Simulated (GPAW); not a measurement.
**How NaI absorbs and reflects light**

Wanted: where NaI starts to absorb, how strongly, and its refractive index.

Main program and level: GPAW 26.7.0; DFT, PBE, plane-wave PAW (GPAW data sets), scalar-relativistic, RPA, optical limit.

Most raw output is cut from this account.

### 1. Set-up

Symmetry: Fm-3m, No. 225, cubic system. Conventional cell: a = 6.473 Å, b = 6.473 Å, c = 6.473 Å, α = 90.00°, β = 90.00°, γ = 90.00°. Nearest to I lie 6 Na at 3.24 Å. Nearest to Na lie 6 I at 3.24 Å. Farther neighbours and most contacts between anions are not listed.

### 2. Ground state

First the ground state: is it a metal or has it a gap?

This step: DFT, PBE, plane-wave PAW (GPAW data sets), scalar-relativistic, ground state (GPAW 26.7.0).

Input file gs.py:

```python
from ase import Atoms
from ase.dft.bandgap import bandgap
from gpaw import GPAW, PW, FermiDirac

atoms = Atoms(['I', 'Na'],
              cell=[[0.000000000000, 3.236400000000, 3.236400000000],
                    [3.236400000000, 0.000000000000, 3.236400000000],
                    [3.236400000000, 3.236400000000, 0.000000000000]],
              scaled_positions=[[0.500000000000, 0.500000000000, 0.500000000000],
                                [0.000000000000, 0.000000000000, 0.000000000000]],
              pbc=[True, True, True])
atoms.calc = GPAW(mode=PW(500), xc='PBE', kpts={'size': (6, 6, 6), 'gamma': True},
                  occupations=FermiDirac(0.05), maxiter=150, txt='gs.txt')
print('energy (eV)', atoms.get_potential_energy())
print('Fermi level (eV)', atoms.calc.get_fermi_level())
print('valence electrons', atoms.calc.get_number_of_electrons())
print('gap (eV)', bandgap(atoms.calc, output=None)[0])
print('direct gap (eV)', bandgap(atoms.calc, direct=True, output=None)[0])
atoms.calc.write('gs.gpw')
```

Started as:

```console
OMP_NUM_THREADS=1 python gs.py
```

Wall time 4.8 s (1 thread of Arm Neoverse V2, shared host); peak memory 0.14 GiB.

Numbers from this step:

| Property | Result |
| --- | --- |
| energy | -5.386 eV |
| Fermi energy | 2.345 eV |
| gap on the k-mesh | 3.658 eV |
| direct gap on the mesh | 3.658 eV |
| electrons | 14 |

There is a gap, 3.66 eV on this mesh (points off the mesh can give less), so no carriers' term is needed.

### 3. Bands for the response

The response needs many more empty bands than the density does.

This step: DFT, PBE, plane-wave PAW (GPAW data sets), scalar-relativistic, bands at fixed density (GPAW 26.7.0).

Input file nscf.py:

```python
from ase.dft.bandgap import bandgap
from gpaw import GPAW, FermiDirac

calc = GPAW('gs.gpw').fixed_density(kpts={'size': (9, 9, 9), 'gamma': True}, nbands=47, convergence={'bands': 41},
                                    occupations=FermiDirac(0.001), txt='nscf.txt')
print('gap (eV)', bandgap(calc, output=None)[0])
print('direct gap (eV)', bandgap(calc, direct=True, output=None)[0])
print('top band over the Fermi level (eV)', min(calc.get_eigenvalues(kpt=k)[40] for k in range(len(calc.get_ibz_k_points()))) - calc.get_fermi_level())
calc.write('full.gpw', mode='all')
```

Started as:

```console
OMP_NUM_THREADS=1 python nscf.py
```

Wall time 56 s (1 thread); peak memory 0.2 GiB.

### 4. Dielectric function, RPA

Local fields let the induced charge screen the field inside the cell, which as a rule lowers ε, most along directions where the density is uneven.

This step: DFT, PBE, plane-wave PAW (GPAW data sets), scalar-relativistic, RPA, optical limit (GPAW 26.7.0).

Input file df.py:

```python
from gpaw.response.df import DielectricFunction

df = DielectricFunction('full.gpw', frequencies={'type': 'nonlinear', 'domega0': 0.03, 'omega2': 8},
                        ecut=60,
                        eta=0.2,
                        nbands=41,
                        txt='df.txt')
for direction in ['x']:
    df.get_dielectric_function(xc='RPA', direction=direction, filename=f'df_{direction}.csv')
```

Started as:

```console
OMP_NUM_THREADS=1 python df.py
```

Elapsed: 7.3 s, on 1 thread; peak memory 0.3 GiB.

This step gave:

| Item | Value |
| --- | --- |
| electronic dielectric constant ε∞, mean over x, y and z (by symmetry where fewer were run) | 3.039 |
| main peak of Im epsilon, first axis | 5.863 eV |
| centre of weight of the strongest loss peak in the window | 14.01 eV |

Values under the direct gap are tails of Lorentzian lines. Im ε, E ∥ x against photon energy; read off at these points:

photon energy (eV), Im ε, E ∥ x and a bar:
```
     0.00       0.00 
     0.50       0.01 
     1.00       0.02 
     1.50       0.03 
     2.00       0.04 
     2.50       0.06 
     3.00       0.10 #
     3.50       0.23 #
     4.00       0.59 ####
     4.50       0.88 ######
     5.00       1.66 ###########
     5.50       2.93 ###################
     5.87       4.63 ##############################
     6.00       4.51 #############################
     6.50       3.96 ##########################
     7.00       3.06 ####################
     7.50       3.12 ####################
     8.00       3.08 ####################
     8.27       3.37 ######################
     8.50       3.26 #####################
     9.00       2.72 ##################
     9.50       2.44 ################
    10.00       1.83 ############
    10.50       1.85 ############
    11.00       1.25 ########
    11.50       1.07 #######
    12.00       0.80 #####
    12.50       0.76 #####
    13.00       0.73 #####
    13.50       0.48 ###
    14.00       0.66 ####
    14.50       0.50 ###
    15.00       0.58 ####
    15.50       0.58 ####
    16.00       0.57 ####
    16.50       0.52 ###
    17.00       0.46 ###
    17.50       0.44 ###
    18.00       0.39 ###
    18.50       0.41 ###
    19.00       0.33 ##
    19.50       0.30 ##
    20.00       0.28 ##
    20.50       0.26 ##
    21.00       0.31 ##
    21.50       0.30 ##
```

The Re ε, E ∥ x by photon energy:

| photon energy (eV) | Re ε, E ∥ x |
| --- | --- |
| 0 | 3.04 |
| 1 | 3.08 |
| 2 | 3.23 |
| 3 | 3.56 |
| 4 | 4.29 |
| 5 | 4.90 |
| 6 | 3.22 |
| 7 | 1.54 |
| 8 | 1.40 |
| 9 | 0.185 |
| 10 | -0.0154 |
| 11 | -0.351 |
| 12 | 0.0697 |
| 13 | 0.165 |
| 14 | 0.451 |
| 15 | 0.554 |
| 16 | 0.496 |
| 17 | 0.521 |
| 18 | 0.568 |
| 19 | 0.541 |
| 20 | 0.616 |
| 21 | 0.682 |

The reflectivity at normal incidence, E ∥ x has structure finer than the step of the table below, so its rows give means over 0.5 eV, whole bins alone (the curve runs from 0 to 21.9 eV). Peaks (eV: height): 5.82: 22.6, 9.62: 23.8, 10.88: 26.6.

Table of reflectivity at normal incidence, E ∥ x by photon energy; means over each step:

| photon energy (eV) | reflectivity at normal incidence, E ∥ x (%) |
| --- | --- |
| 0.5 | 7.39 |
| 1.0 | 7.52 |
| 1.5 | 7.76 |
| 2.0 | 8.13 |
| 2.5 | 8.66 |
| 3.0 | 9.47 |
| 3.5 | 10.7 |
| 4.0 | 12.2 |
| 4.5 | 13.3 |
| 5.0 | 15.7 |
| 5.5 | 19.6 |
| 6.0 | 22.0 |
| 6.5 | 20.6 |
| 7.0 | 17.0 |
| 7.5 | 16.8 |
| 8.0 | 17.7 |
| 8.5 | 20.8 |
| 9.0 | 21.5 |
| 9.5 | 23.2 |
| 10.0 | 20.1 |
| 10.5 | 21.7 |
| 11.0 | 24.6 |
| 11.5 | 19.8 |
| 12.0 | 16.4 |
| 12.5 | 12.8 |
| 13.0 | 12.3 |
| 13.5 | 7.47 |
| 14.0 | 6.29 |
| 14.5 | 5.69 |
| 15.0 | 4.51 |
| 15.5 | 4.54 |
| 16.0 | 5.10 |
| 16.5 | 4.70 |
| 17.0 | 4.24 |
| 17.5 | 3.85 |
| 18.0 | 3.32 |
| 18.5 | 3.48 |
| 19.0 | 3.15 |
| 19.5 | 2.31 |
| 20.0 | 2.07 |
| 20.5 | 1.52 |
| 21.0 | 1.63 |
| 21.5 | 1.67 |

The loss function −Im 1/ε at q → 0, E ∥ x has structure finer than the step of the table below, so its rows give means over 0.5 eV, whole bins alone (the curve runs from 0 to 21.9 eV). Peaks (eV: height): 13.25: 1.60, 14.40: 1.20.

Values under the direct gap are tails of Lorentzian lines. Loss function −Im 1/ε at q → 0, E ∥ x against energy loss; means over each step:

energy loss (eV), loss function −Im 1/ε at q → 0, E ∥ x and a bar:
```
      0.5       0.00 
      1.0       0.00 
      1.5       0.00 
      2.0       0.00 
      2.5       0.01 
      3.0       0.01 
      3.5       0.02 
      4.0       0.03 #
      4.5       0.04 #
      5.0       0.06 #
      5.5       0.08 ##
      6.0       0.14 ###
      6.5       0.21 #####
      7.0       0.26 ######
      7.5       0.26 ######
      8.0       0.27 ######
      8.5       0.29 ######
      9.0       0.36 ########
      9.5       0.41 #########
     10.0       0.53 ############
     10.5       0.53 ############
     11.0       0.73 ################
     11.5       0.95 #####################
     12.0       1.20 ###########################
     12.5       1.25 ############################
     13.0       1.35 ##############################
     13.5       1.30 #############################
     14.0       1.04 #######################
     14.5       1.09 ########################
     15.0       0.92 ####################
     15.5       0.91 ####################
     16.0       0.99 ######################
     16.5       0.99 ######################
     17.0       0.96 #####################
     17.5       0.92 ####################
     18.0       0.84 ###################
     18.5       0.87 ###################
     19.0       0.81 ##################
     19.5       0.66 ###############
     20.0       0.61 ##############
     20.5       0.50 ###########
     21.0       0.54 ############
     21.5       0.55 ############
```

The refractive index n and extinction k by photon energy:

| photon energy (eV) | n | k |
| --- | --- | --- |
| 0.0 | 1.74 | 0 |
| 0.5 | 1.75 | 0.00245 |
| 1.0 | 1.76 | 0.00509 |
| 1.5 | 1.77 | 0.00817 |
| 2.0 | 1.80 | 0.0121 |
| 2.5 | 1.83 | 0.0177 |
| 3.0 | 1.89 | 0.0275 |
| 3.5 | 1.97 | 0.0584 |
| 4.0 | 2.08 | 0.142 |
| 4.5 | 2.11 | 0.208 |
| 5.0 | 2.24 | 0.369 |
| 5.5 | 2.38 | 0.615 |
| 6.0 | 2.09 | 1.08 |
| 6.5 | 1.74 | 1.14 |
| 7.0 | 1.58 | 0.970 |
| 7.5 | 1.59 | 0.980 |
| 8.0 | 1.55 | 0.996 |
| 8.5 | 1.43 | 1.14 |
| 9.0 | 1.21 | 1.13 |
| 9.5 | 1.07 | 1.14 |
| 10.0 | 0.954 | 0.962 |
| 10.5 | 0.931 | 0.996 |
| 11.0 | 0.689 | 0.908 |
| 11.5 | 0.705 | 0.760 |
| 12.0 | 0.660 | 0.605 |
| 12.5 | 0.682 | 0.558 |
| 13.0 | 0.675 | 0.539 |
| 13.5 | 0.699 | 0.341 |
| 14.0 | 0.791 | 0.419 |
| 14.5 | 0.747 | 0.336 |
| 15.0 | 0.823 | 0.351 |
| 15.5 | 0.829 | 0.348 |
| 16.0 | 0.791 | 0.360 |
| 16.5 | 0.788 | 0.330 |
| 17.0 | 0.780 | 0.297 |
| 17.5 | 0.789 | 0.279 |
| 18.0 | 0.793 | 0.248 |
| 18.5 | 0.786 | 0.263 |
| 19.0 | 0.766 | 0.214 |
| 19.5 | 0.803 | 0.187 |
| 20.0 | 0.804 | 0.176 |
| 20.5 | 0.840 | 0.155 |
| 21.0 | 0.846 | 0.183 |
| 21.5 | 0.846 | 0.178 |

At chosen wavelengths:

| wavelength (nm) | n | k | R (%) | 1/α |
| --- | --- | --- | --- | --- |
| 1064 | 1.76 | 0.006 | 7.6 | 14 µm |
| 800 | 1.77 | 0.009 | 7.8 | 7.5 µm |
| 532 | 1.82 | 0.016 | 8.4 | 2.7 µm |
| 450 | 1.86 | 0.022 | 9.0 | 1.6 µm |
| 365 | 1.95 | 0.047 | 10.4 | 616 nm |
| 248 | 2.24 | 0.369 | 15.8 | 53 nm |
| 193 | 1.80 | 1.151 | 21.5 | 13 nm |

Below the direct gap, k and the depth come from the tails of the Lorentzian lines, not from transitions.

Rows near the edge hang on the gap, which this functional as a rule makes too small, and phonon-assisted absorption is left out.

### 5. Outcome

```yaml
electronic_dielectric_constant_eps_infinity_mean_over_x_y_and_z_by_symmetry_where_fewer_were_run_rpa: 3.04
main_peak_of_im_epsilon_first_axis: 5.86 eV
centre_of_weight_of_the_strongest_loss_peak_in_the_window_first_axis: 14.0 eV
```

**Reading.** At this level (PBE, RPA) NaI has ε∞ = 3.04 and n = 1.75 at 1550 nm, and Im ε peaks at 5.9 eV. On the mesh the gap is 3.66 eV and the least direct gap 3.66 eV. Local fields change the static value along x from 3.71 to 3.04 (-18 %). Distinct maxima of Im ε, read by a parabola through the highest points, lie at 5.86 eV (4.6), 8.28 eV (3.4) and 13.98 eV (0.67). Excitons and phonon-assisted transitions are missing; PBE gaps are as a rule too small, which pulls the onset down and ε∞ up. Spin-orbit coupling is left out although heavy atoms are present. The sum runs over mesh points, so small or evenly spaced maxima can still be ripples of the mesh.

[Machine, clock and banner lines and Python warnings are left out of the logs.]

[Logs are printed without paths, hosts, clocks, repeated set-up lines and the standing remarks that a program may print on its own settings, such as how far it seeks lower states.]

[Hosts, paths, dates, database ids (printed as entryN), source tags and the programs' standing remarks are cut or masked in the printed files.]
